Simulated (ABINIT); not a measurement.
Records of electronic-structure calculations.

```json
{"subject": "Ca2H6Os (Fm-3m): G0W0 with ABINIT, start to end", "lattice_ang": [[-0.0, 3.6148, 3.6148], [3.6148, -0.0, 3.6148], [3.6148, 3.6148, -0.0]], "atoms": [["Ca", 0.25, 0.25, 0.25], ["Ca", 0.75, 0.75, 0.75], ["H", 0.7628, 0.2372, 0.2372], ["H", 0.2372, 0.7628, 0.7628], ["H", 0.2372, 0.7628, 0.2372], ["H", 0.7628, 0.2372, 0.7628], ["H", 0.2372, 0.2372, 0.7628], ["H", 0.7628, 0.7628, 0.2372], ["Os", 0.0, 0.0, 0.0]], "method": "RPA screening on PBEsol, plane waves, norm-conserving pseudopotentials (and 2 further levels or steps)", "program": "ABINIT 10.8.3", "settings": "cutoff 33 Ha, PseudoDojo scalar-relativistic 0.4.1 standard, norm-conserving, ngkpt (2, 2, 2), nband 83, ecuteps 3.9 Ha, inclvkb 2, shiftk (0, 0, 0), symchi 1, awtr 1, frequency ppm, 2×2×2 k-mesh", "cost": "5 runs, 94 s in all on 4 MPI ranks of Arm Neoverse V2, shared host", "notes": "The program’s warnings: nproc spkpt=  >= nkpt= * nsppol=. The cell and positions are those that the Materials Project relaxed with its own functionals (PBE, PBE+U or r2SCAN), kept fixed. Limits: no spin polarisation; d states lean on the start; no spin-orbit coupling. The 2×2×2 mesh is coarse for this cell, which bears on the long-range parts of exchange and screening. The runs have no spin polarisation. For a closed low-spin shell that is the natural state; where a d or f shell is open it is a constraint, and the gap is then not the crystal’s own.", "results": {"pbesol_gap": "2.60 eV, indirect (only 9 meV under the direct gap)", "g0w0_gap_on_the_mesh": "3.84 eV", "gw_settings": "2×2×2 mesh, 83 bands, screening to 106.1 eV, Godby-Needs plasmon pole", "known_limits": "short of the basis limit; no spin polarisation; d states lean on the start; no spin-orbit coupling; coarse k mesh"}}
```

[Long decimals in the printed logs are rounded to 6 places.]

[Logs are printed without paths, hosts, clocks, repeated set-up lines and the standing remarks that a program may print on its own settings, such as how far it seeks lower states.]

[Paths, hosts, dates, memory and timing lines, banners, echoed tables and standing remarks are left out of the program output; an Ansatz launch command may be rebuilt from the run's recorded settings. Measured values are a selection of at most five: reports struck by readers or far from the other reports are left out. None is set beside runs whose start may be inverted or whose files or cutoffs have a known fault.]

[Runs of the session that timed out or met a known fault of the program may be left out.]

[Hosts, paths, dates, database ids (printed as entryN), source tags and the programs' standing remarks are cut or masked in the printed files.]

[G0W0 gaps are taken among the corrected bands and points alone; a level outside them can change the order at an edge.]

[Where Ansatz stands beside ABINIT at settings called matched, ABINIT's density can come from a denser mesh and the files from another edition; pairs whose starting gaps differed by over 0.03 eV were left out, so agreement reads better than it is.]
